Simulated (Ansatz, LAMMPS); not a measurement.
# Glassy 69SiO2-19Al2O3-6SrO-6Li2O (mol %) (106 atoms): a single point

Aim: energy, forces, charges and density of states of glassy 69SiO2-19Al2O3-6SrO-6Li2O (mol %) (106 atoms) at a fixed geometry.

Method: Kohn-Sham DFT, PBE, PAW (set soft_2), plane waves, in Ansatz 0.2.0.

## 1. Starting point

The cell holds 106 atoms: 22 Si, 12 Al, 2 Sr, 4 Li and 66 O. Its edges and angles: a = 10.593 Å, b = 10.593 Å, c = 10.593 Å, α = 90.0°, β = 90.0°, γ = 90.0°. 106 atoms (22 Si, 12 Al, 2 Sr, 4 Li, 66 O) placed at random at 3.07 g/cm³, melted at 4000 K for 10 ps at fixed volume with the Morse and Coulomb pair potential with partial charges (Pedone, Malavasi, Menziani, Cormack and Segre, J. Phys. Chem. B 110, 11780 (2006)). Quenched from 4000 K to 300 K at 50 K/ps and fixed volume, held 5 ps.

Before any run, some limits are plain. The quench rate of 50 K/ps is orders of magnitude faster than experiment, which tends to freeze in extra defects. The starting topology of bonds comes from the classical model, and needn't be the one that DFT or experiment would give. Only the Γ point is sampled, in a cell whose shortest periodic width is 11 Å.

## 2. Making the structure

A classical potential supplies the starting structure, since it reaches far longer times than DFT.

This step: classical MD, Morse and Coulomb pair potential with partial charges (Pedone, Malavasi, Menziani, Cormack and Segre, J. Phys. Chem. B 110, 11780 (2006)) (LAMMPS 22 Jul 2025 - Update 4).

The input, in.lmp:

```
# melt-quench of Si22Al12Sr2Li4O66
units metal
atom_style charge
boundary p p p
region box block 0 10.5932 0 10.5932 0 10.5932
create_box 5 box
mass 1 28.0850   # Si
mass 2 26.9815   # Al
mass 3 87.6200   # Sr
mass 4 6.9400   # Li
mass 5 15.9990   # O
create_atoms 1 random 22 341389 NULL overlap 1.5 maxtry 2000
create_atoms 2 random 12 341396 NULL overlap 1.5 maxtry 2000
create_atoms 3 random 2 341403 NULL overlap 1.5 maxtry 2000
create_atoms 4 random 4 341410 NULL overlap 1.5 maxtry 2000
create_atoms 5 random 66 341417 NULL overlap 1.5 maxtry 2000
pair_style hybrid/overlay pedone 5.5 coul/long 8.0
pair_coeff * * coul/long
pair_coeff 1 5 pedone 0.340554 2.006700 2.100000 1   # Si-O
pair_coeff 2 5 pedone 0.361581 1.900442 2.164818 0.9   # Al-O
pair_coeff 3 5 pedone 0.019623 1.886000 3.328330 3   # Sr-O
pair_coeff 4 5 pedone 0.001114 3.429506 2.681360 1   # Li-O
pair_coeff 5 5 pedone 0.042395 1.379316 3.618701 22   # O-O
set type 1 charge 2.4
set type 2 charge 1.8
set type 3 charge 1.2
set type 4 charge 0.6
set type 5 charge -1.2
kspace_style pppm 1.0e-4
neigh_modify delay 0 every 1 check yes
thermo_style custom step time temp pe press density
thermo_modify norm yes
timestep 0.002
thermo 100
# [... 15 lines left out ...]
fix md all nvt temp 4000 300 0.2
run 37000 post no
unfix md
thermo 1250
fix md all nvt temp 300 300 0.2
run 2500 post no
unfix md
write_dump all custom glass.dump id type xs ys zs modify sort id
```

The run is started by

```sh
$ lmp -in in.lmp -log none -nocite
```

Numbers of over 12 decimals in the logs are rounded to 6 here.

Log:

```text
LAMMPS (22 Jul 2025 - Update 4)
Created orthogonal box = (0 0 0) to (10.5932 10.5932 10.5932)
Created 22 atoms
Created 12 atoms
Created 2 atoms
Created 4 atoms
Created 66 atoms
PPPM initialization ...
  G vector (1/distance) = 0.38504375
  grid = 12 12 12
  estimated relative force accuracy = 5.6510554e-05
   Step          Time           Temp          PotEng         Press         Density
         0   0              0             -2.4963413      882804.28      3.0740088
        79   0.158          0             -15.256179      44636.635      3.0740088
Loop time of 0.107953 s on 1 MPI rank(s) for 79 steps with 106 atoms
Minimization stats:
  Stopping criterion = energy tolerance
  Energy initial, next-to-last, final =
     -2.49634131071914   -15.254759839987  -15.2561785523673
  Force two-norm initial, final = 345.64456 2.592174
  Iterations, force evaluations = 79 93
   Step          Time           Temp          PotEng         Press         Density
         0   0              4000          -15.256179      93417.727      3.0740088
       500   1              1898.3294     -15.078016      44965.396      3.0740088
      1000   2              2071.8054     -15.064475      10096.181      3.0740088
Loop time of 0.875042 s on 1 MPI rank(s) for 1000 steps with 106 atoms
   Step          Time           Temp          PotEng         Press         Density
      1000   2              2071.8054     -15.064475      10096.181      3.0740088
      1666   3.332          4393.6177     -14.673815      118175.34      3.0740088
      2499   4.998          3769.7464     -14.73168       104707.61      3.0740088
      3332   6.664          4498.712      -14.661271      87520.604      3.0740088
      4165   8.33           3742.2269     -14.622245      111685.82      3.0740088
      4998   9.996          4228.4019     -14.680535      95573.114      3.0740088
      5831   11.662         3821.1734     -14.723451      82302.669      3.0740088
[... 1 line left out ...]
Loop time of 4.73061 s on 1 MPI rank(s) for 5000 steps with 106 atoms
   Step          Time           Temp          PotEng         Press         Density
[... 12 lines left out ...]
Loop time of 32.5679 s on 1 MPI rank(s) for 37000 steps with 106 atoms
   Step          Time           Temp          PotEng         Press         Density
     43000   86             312.50558     -15.353717      31948.162      3.0740088
     43750   87.5           341.75137     -15.365034      8329.94        3.0740088
     45000   90             333.17671     -15.362161      27919.398      3.0740088
     45500   91             274.32804     -15.365263      26146.811      3.0740088
Loop time of 2.03049 s on 1 MPI rank(s) for 2500 steps with 106 atoms
```

It took 40 s on 1 thread of Arm Neoverse N1, shared host; peak memory 0.075 GiB.

## 3. Plane-wave single point

One self-consistent run at the given positions yields energy and forces.

The input, input.yaml:

```yaml
crystal:
  lattice:
    - [10.5932, 0.0, 0.0]
    - [0.0, 10.5932, 0.0]
    - [0.0, 0.0, 10.5932]
  atoms:
    - { symbol: Si, position: [0.91284, 0.70324, 0.8185] }
    - { symbol: Si, position: [0.05414, 0.69477, 0.27451] }
    - { symbol: Si, position: [0.25416, 0.93385, 0.54686] }
    - { symbol: Si, position: [0.71322, 0.3718, 0.2432] }
    - { symbol: Si, position: [0.42712, 0.05143, 0.80584] }
    - { symbol: Si, position: [0.10788, 0.49324, 0.73058] }
    - { symbol: Si, position: [0.80267, 0.60796, 0.39274] }
    - { symbol: Si, position: [0.6921, 0.66258, 0.00761] }
    - { symbol: Si, position: [0.714, 0.40006, 0.88985] }
    - { symbol: Si, position: [0.28435, 0.71439, 0.98118] }
    - { symbol: Si, position: [0.93025, 0.11941, 0.43736] }
    - { symbol: Si, position: [0.71424, 0.00855, 0.80817] }
    - { symbol: Si, position: [0.25438, 0.64586, 0.50655] }
    - { symbol: Si, position: [0.3205, 0.08041, 0.07303] }
    - { symbol: Si, position: [0.24138, 0.33636, 0.31796] }
    - { symbol: Si, position: [0.44065, 0.14854, 0.45622] }
    - { symbol: Si, position: [0.0718, 0.22322, 0.96654] }
    - { symbol: Si, position: [0.50017, 0.79156, 0.17666] }
    - { symbol: Si, position: [0.54206, 0.50471, 0.66061] }
    - { symbol: Si, position: [0.67, 0.29551, 0.51432] }
    - { symbol: Si, position: [0.34347, 0.34385, 0.7915] }
    - { symbol: Si, position: [0.6144, 0.01916, 0.23857] }
    - { symbol: Al, position: [0.50826, 0.28979, 0.052] }
    - { symbol: Al, position: [0.73243, 0.76669, 0.6286] }
    - { symbol: Al, position: [0.97021, 0.96469, 0.6698] }
    - { symbol: Al, position: [0.13129, 0.97487, 0.27056] }
    - { symbol: Al, position: [0.73923, 0.92739, 0.45479] }
    - { symbol: Al, position: [0.48989, 0.75865, 0.48816] }
    - { symbol: Al, position: [0.90784, 0.23841, 0.71916] }
    - { symbol: Al, position: [0.0082, 0.39355, 0.48109] }
    - { symbol: Al, position: [0.16744, 0.47226, 0.09032] }
    - { symbol: Al, position: [0.77221, 0.15855, 0.04049] }
    - { symbol: Al, position: [0.97329, 0.23135, 0.21604] }
    - { symbol: Al, position: [0.49118, 0.75885, 0.78277] }
    - { symbol: Sr, position: [0.95965, 0.9075, 0.0238] }
    - { symbol: Sr, position: [0.46415, 0.53817, 0.2747] }
    - { symbol: Li, position: [0.14578, 0.14352, 0.68023] }
    - { symbol: Li, position: [0.92679, 0.46327, 0.07657] }
    - { symbol: Li, position: [0.81531, 0.48109, 0.64065] }
    - { symbol: Li, position: [0.22253, 0.84539, 0.78446] }
    - { symbol: O, position: [0.17003, 0.9527, 0.42324] }
    - { symbol: O, position: [0.53482, 0.65958, 0.65476] }
    - { symbol: O, position: [0.41816, 0.18664, 0.11939] }
    - { symbol: O, position: [0.62599, 0.7199, 0.1293] }
    - { symbol: O, position: [0.98395, 0.07076, 0.30257] }
    - { symbol: O, position: [0.06806, 0.56913, 0.17899] }
    - { symbol: O, position: [0.68917, 0.12437, 0.16832] }
    - { symbol: O, position: [0.23684, 0.57892, 0.00574] }
    - { symbol: O, position: [0.83257, 0.70927, 0.95632] }
    - { symbol: O, position: [0.81768, 0.6586, 0.708] }
    - { symbol: O, position: [0.4228, 0.43029, 0.70112] }
    - { symbol: O, position: [0.65901, 0.26984, 0.96033] }
    - { symbol: O, position: [0.54231, 0.2117, 0.54298] }
    - { symbol: O, position: [0.72664, 0.50895, 0.99619] }
    - { symbol: O, position: [0.57975, 0.07898, 0.80349] }
    - { symbol: O, position: [0.51701, 0.93915, 0.15958] }
    - { symbol: O, position: [0.15788, 0.95406, 0.66972] }
    - { symbol: O, position: [0.95146, 0.15302, 0.06208] }
    - { symbol: O, position: [0.12958, 0.25381, 0.2467] }
    - { symbol: O, position: [0.01888, 0.59037, 0.81256] }
    - { symbol: O, position: [0.83652, 0.0736, 0.73739] }
    - { symbol: O, position: [0.07103, 0.35642, 0.01791] }
    - { symbol: O, position: [0.48285, 0.77317, 0.32261] }
    - { symbol: O, position: [0.07744, 0.83167, 0.22225] }
    - { symbol: O, position: [0.0023, 0.11334, 0.5658] }
    - { symbol: O, position: [0.20671, 0.40329, 0.78992] }
    - { symbol: O, position: [0.91301, 0.68674, 0.32565] }
    - { symbol: O, position: [0.7599, 0.02476, 0.95516] }
    - { symbol: O, position: [0.01609, 0.3932, 0.64708] }
    - { symbol: O, position: [0.17789, 0.59112, 0.63004] }
    - { symbol: O, position: [0.58972, 0.70807, 0.90635] }
    - { symbol: O, position: [0.35126, 0.70556, 0.83929] }
    - { symbol: O, position: [0.38642, 0.58222, 0.4778] }
    - { symbol: O, position: [0.8896, 0.51117, 0.47535] }
    - { symbol: O, position: [0.64929, 0.46279, 0.77465] }
    - { symbol: O, position: [0.61896, 0.43891, 0.55208] }
    - { symbol: O, position: [0.71689, 0.9186, 0.29213] }
    - { symbol: O, position: [0.69376, 0.87351, 0.76002] }
    [... 22 atom lines left out ...]
    - { symbol: O, position: [0.35229, 0.0414, 0.52811] }
    - { symbol: O, position: [0.84921, 0.33865, 0.84351] }
    - { symbol: O, position: [0.38774, 0.02612, 0.94517] }
    - { symbol: O, position: [0.83988, 0.33099, 0.1705] }
    - { symbol: O, position: [0.60258, 0.87376, 0.52711] }
    - { symbol: O, position: [0.25671, 0.00573, 0.17854] }
kpoints:
  mp_grid: { grid: [1, 1, 1] }
hamiltonian:
  xc: pbe
scf:
  occupations: { method: fixed }
output:
  forces: true
  stress: true
  populations: true
  dos:
    method: { smearing: { sigma: 0.15 } }
    de: 0.1
    projected: { site_lists: { Al: [Al], Li: [Li], O: [O], Si: [Si], Sr: [Sr] } }
  eigenvalues: true
  write_density: true
  write_potential: true
  volumetric_format: npy
```

The run is started by

```sh
$ ansatz run input.yaml --threads 8 --pin off --max-ram 15872MiB --backend cpu --events-out ev --progress --plain --runs-dir out
```

Log:

```text
Engine: ansatz 0.2.0, aarch64-unknown-linux-gnu
Pseudopotentials: kind: paw
Pseudopotential: Si, paw, valence charge 4, recommended cutoff 420 eV (normal), Si.paw.azcp
Pseudopotential: Al, paw, valence charge 3, recommended cutoff 420 eV (normal), Al.paw.azcp
Pseudopotential: Sr, paw, valence charge 10, recommended cutoff 420 eV (normal), Sr.paw.azcp
Pseudopotential: Li, paw, valence charge 3, recommended cutoff 420 eV (normal), Li.paw.azcp
Pseudopotential: O, paw, valence charge 6, recommended cutoff 420 eV (normal), O.paw.azcp
Functional definition: PBE
  parameter kappa = 0.804
  parameter beta = 0.066725
  exchange = pbe_x(kappa = kappa, mu = beta*pi^2/3)
  correlation = pbe_c(beta = beta)
Crystal: 106 atoms, lattice volume = 1188.725 Å³
Basis set: ecut = 420 eV, 23127 PW (Γ), exchange–correlation on 144×144×144 points (8 copies of the dense FFT grid, shifted against one another)
Bands: 382, of which v1, the nominal top of the filled ones, is band 276 counted from 1 (275 counted from 0)
Symmetry: 1 space group operations
Space group: P1 (ITA 1), of the structure as read, at distance tolerance 1.1e-4 Å
k-points: 1
Non-local potential: Si, projectors of the file, l = 0: 2, l = 1: 2, l = 2: 2
Non-local potential: Al, projectors of the file, l = 0: 2, l = 1: 2, l = 2: 1
Non-local potential: Sr, projectors of the file, l = 0: 3, l = 1: 2, l = 2: 2
Non-local potential: Li, projectors of the file, l = 0: 3, l = 1: 2, l = 2: 1
Non-local potential: O, projectors of the file, l = 0: 2, l = 1: 2, l = 2: 1
PAW form: soft (Blöchl's): semilocal exchange-correlation on the pseudo side does not see the compensation charge
PAW one-centre angular grid: Si, 110 points (default); XC on 64 Gauss nodes
PAW one-centre angular grid: Al, 110 points (default); XC on 64 Gauss nodes
PAW one-centre angular grid: Sr, 110 points (default); XC on 64 Gauss nodes
PAW one-centre angular grid: Li, 110 points (default); XC on 64 Gauss nodes
PAW one-centre angular grid: O, 110 points (default); XC on 64 Gauss nodes
Initial density: superposition of atomic densities (neutral atoms: chi_scale 0, normalization atom), corrected by the library's trained network
Initial wavefunctions: pseudopotential atomic-orbital guess
Functional: x = pbe(κ = 0.804, μ = 0.219515), c = pbe(β = 0.066725)
SCF iter   1: F=—  HF=-65909.078714 eV  |F-HF|=—  |Δ(HF+E_count)|=         —  Δρ=2.34e-3  dr2=7.60e-2  ethr=1.77e-3  ⟨swp⟩=6.0  Hψ=1503  notcnv=0  defer=101
preconditioner: auto → Resta (q_TF=auto, 2.401 Å⁻¹)  ε∞=3.4  [insulator: Δε(μ)=3.778 eV  Ē_g=16.307 eV  n_scr=256 (ndim 8)  ℏωp=25.0 eV  f_vac=0.062  ε∞_Penn≈3.4]
SCF iter   2: F=—  HF=-65909.089414 eV  |F-HF|=—  |Δ(HF+E_count)|=   1.07e-2  Δρ=1.26e-3  dr2=2.01e-2  ethr=1.38e-5  ⟨swp⟩=3.0  Hψ=641  notcnv=0  defer=104
SCF iter   3: F=—  HF=-65909.092330 eV  |F-HF|=—  |Δ(HF+E_count)|=   2.92e-3  Δρ=5.32e-4  dr2=4.73e-3  ethr=3.64e-6  ⟨swp⟩=3.0  Hψ=491  notcnv=0  defer=104
SCF iter   4: F=—  HF=-65909.091962 eV  |F-HF|=—  |Δ(HF+E_count)|=   3.68e-4  Δρ=1.61e-4  dr2=3.00e-4  ethr=8.57e-7  ⟨swp⟩=2.0  Hψ=500  notcnv=0  defer=104
SCF iter   5: F=—  HF=-65909.092021 eV  |F-HF|=—  |Δ(HF+E_count)|=   5.93e-5  Δρ=8.22e-5  dr2=6.57e-5  ethr=5.43e-8  ⟨swp⟩=2.0  Hψ=556  notcnv=0  defer=104
SCF iter   6: F=—  HF=-65909.093878 eV  |F-HF|=—  |Δ(HF+E_count)|=   1.86e-3  Δρ=2.88e-5  dr2=7.98e-6  ethr=1.19e-8  ⟨swp⟩=2.0  Hψ=657  notcnv=0  defer=103
SCF iter   7: F=—  HF=-65909.093879 eV  |F-HF|=—  |Δ(HF+E_count)|=   1.01e-6  Δρ=9.54e-6  dr2=1.02e-6  ethr=1.45e-9  ⟨swp⟩=2.0  Hψ=535  notcnv=0  defer=103
SCF iter   8: F=—  HF=-65909.093880 eV  |F-HF|=—  |Δ(HF+E_count)|=   9.68e-7  Δρ=6.66e-6  dr2=4.09e-7  ethr=1.85e-10  ⟨swp⟩=2.0  Hψ=556  notcnv=0  defer=103
SCF iter   9: F=-65909.093880 eV  HF=-65909.093880 eV  |F-HF|=1.58e-8  |Δ(HF+E_count)|=   2.53e-8  Δρ=1.31e-6  dr2=1.87e-8  ethr=1.81e-11  ⟨swp⟩=22.0  Hψ=3947  notcnv=0
SCF 1 converged in 9 iterations: F = -65909.093880 eV  dr2 = 1.87e-8
  greatest PAW one-centre occupation: 1.000 electrons in one spin orbital (limit 2), on the Li atom at site 39 (counted from 0), in its partial waves of l = 0
SCF converged after 9 iterations
Free energy (F): -65909.093880 eV
Harris-Foulkes:  -65909.093880 eV  (|F-HF|=1.58e-8)
Internal energy: -65909.093880 eV  (E = F + TS)
E sigma→0 (E₀):  -65909.093880 eV
Fermi energy:    5.541384 eV
--- Per-component energies (eV) ---
  E_band       = -1715.967351
  E_kinetic    = 13734.210947
  E_local      = -31228.044533  (includes V_loc(G=0)·N_el)
  E_nonlocal   = 4104.698646
  E_hartree    = 11214.086576
  E_xc         = -7035.517375
  E_vxc        = -8083.385133  (∫ρ·V_xc dr)
  E_paw        = -32869.429888  (= ΣΔE_a)
  E_vpaw       = -2671.787298  (= ΣTr[D̂ρ^β])
  E_aug_tail   = 0.169160  (compensation charges beyond the density's cutoff)
  E_ewald      = -23829.267412
  E_smearing   = -0.000000  (= −TS)
  E_closure    = 0.000000  (closes the sum)
  Σ components = -65909.093880   (vs F -65909.093880, Δ=0.00e0)
--- Forces (eV/Å), atoms counted from 1 ---
  atom   1  Si    -0.82259316    -1.35898648    -0.82499406
  atom   2  Si     1.26160623    -3.24110386     0.47992910
  atom   3  Si    -3.51443291     1.46591007    -0.51171636
  atom   4  Si     0.21987862     1.65422727    -1.12295034
  atom   5  Si     1.96467243     2.71309726    -0.98419058
  atom   6  Si    -2.15266942     2.31851199    -2.67410728
  atom   7  Si     1.95165989    -1.64590930     0.95521785
  atom   8  Si    -1.03326983    -0.17813435    -3.83184730
  atom   9  Si     1.77895686    -2.45973587     0.09954387
  atom  10  Si     0.04528044     1.17559463    -2.66287178
  atom  11  Si    -0.59888342     2.18822569    -1.19556025
  atom  12  Si     0.05087894     2.27836120     1.04520203
  atom  13  Si    -2.67720096    -0.73274577     0.34416645
  atom  14  Si     0.37530445     3.27962584    -3.38868428
[...]
atom 105  O     -0.76038283    -0.18185625     1.55791705
  atom 106  O     -0.61930366    -1.20780542     0.91592528
  max |Σ_I F_I| component: 1.07e-4 eV/Å
--- Stress (GPa, compression-positive) ---
        6.290374       3.452402      -1.229780
        3.452404      11.348180      -0.747537
       -1.229783      -0.747534      13.205412
  P = ⅓ Tr σ = 10.2813 GPa (102.813 kbar)
--- Band table (eV) ---
  k-point 0: bands = ["-39.3164", "-38.8681", "-38.0629", "-37.5212", [... 366 levels ...], "15.8460", "15.9579", "15.9674", "16.0248", "16.0793", "16.1028", "16.1935", "16.2303", "16.2910", "16.2998", "16.3110", "16.4058"]
--- Löwdin populations: 106 sites ---
  site symbol       q [e]
     0     Si      2.2853
     1     Si      2.2495
     2     Si      2.2786
[...]
105      O      6.8170
  spilling = 0.011832 (of n_electrons = 552.000000)
```

Wall time 38 s (8 threads of Arm Neoverse N1, shared host); peak memory 1.6 GiB.

Read from the output:

- free energy: -65909.0939 eV
- free energy per atom: -621.7839 eV/atom
- SCF cycles: 9
- pressure: 10.28 GPa
- r.m.s. force component: 1.415 eV/Å
- longest force: 6.075 eV/Å
- Fermi energy: 5.541 eV
- gap (highest filled to lowest empty level): 3.66 eV
- spilling of the projection: 0.01183

Length of the force by element:

| element | coordination | atoms | mean length of the force (eV/Å) | spread | least | most |
| --- | --- | --- | --- | --- | --- | --- |
| Al | all | 12 | 2.02 | 0.758 | 0.698 | 3.47 |
| Li | all | 4 | 0.690 | 0.425 | 0.118 | 1.29 |
| O | all | 66 | 1.90 | 1.00 | 0.430 | 5.81 |
| Si | all | 22 | 3.37 | 1.02 | 1.79 | 6.08 |
| Sr | all | 2 | 0.645 | 0.148 | 0.497 | 0.793 |

Löwdin charges by element (they lack the spilled electrons, 0.062 e an atom on average):

```
element  coordination  atoms  mean charge (e)  spread   least    most
     Al           all     12             1.32  0.0349    1.24    1.36
     Li           all      4            0.822   0.008   0.810   0.830
      O           all     66           -0.829  0.0451  -0.998  -0.754
     Si           all     22             1.75  0.0261    1.70    1.79
     Sr           all      2             1.87  0.0104    1.86    1.88
```

Density of states as counts of states in windows of 1 eV (from the Fermi level), total and the larger projections:

| from (eV) | to (eV) | total | O p | Si p | O s |
| --- | --- | --- | --- | --- | --- |
| -18 | -17 | 30.1 | 0.3 | 3.0 | 23.8 |
| -17 | -16 | 7.6 | 0.1 | 0.5 | 5.0 |
| -16 | -15 | 11.2 | 0.3 | 0.1 | 0.9 |
| -15 | -11 | 0.0 | 0.0 | 0.0 | 0.0 |
| -11 | -10 | 4.2 | 2.8 | 0.2 | 0.2 |
| -10 | -9 | 10.9 | 7.4 | 0.6 | 0.5 |
| -9 | -8 | 14.6 | 10.2 | 1.1 | 0.6 |
| -8 | -7 | 25.2 | 18.7 | 2.8 | 0.6 |
| -7 | -6 | 34.1 | 26.2 | 4.1 | 0.6 |
| -6 | -5 | 43.4 | 34.4 | 4.3 | 1.2 |
| -5 | -4 | 53.2 | 45.5 | 2.8 | 1.6 |
| -4 | -3 | 62.7 | 56.7 | 1.9 | 1.2 |
| -3 | -2 | 65.6 | 61.7 | 1.2 | 0.7 |
| -2 | -1 | 58.6 | 55.8 | 0.7 | 0.4 |
| -1 | 0 | 22.8 | 21.9 | 0.3 | 0.1 |
| 0 | 1 | 0.7 | 0.7 | 0.0 | 0.0 |
| 1 | 3 | 0.0 | 0.0 | 0.0 | 0.0 |
| 3 | 4 | 2.0 | 0.0 | 0.1 | 0.6 |
| 4 | 5 | 3.1 | 0.3 | 0.5 | 0.4 |

With fixed occupations the program's Fermi level is the highest filled level; weight inside the gap is the broadening of levels at its edges.

Between -26 and -18 eV lie 95 more states.

The levels nearest the highest filled one (over half full), pooled over k-points and spins:

```csv
level less the highest filled one (eV),occupation
-0.693,2
-0.596,2
-0.519,2
-0.224,2
-0.175,2
0,2
3.66,0
4.96,0
5.01,0
5.16,0
5.25,0
5.42,0
```

(Part 1 of 2 ends here.)

[Logs are printed without paths, hosts, clocks, repeated set-up lines and the standing remarks that a program may print on its own settings, such as how far it seeks lower states.]

[Hosts, paths, dates, database ids (printed as entryN), source tags and the programs' standing remarks are cut or masked in the printed files.]
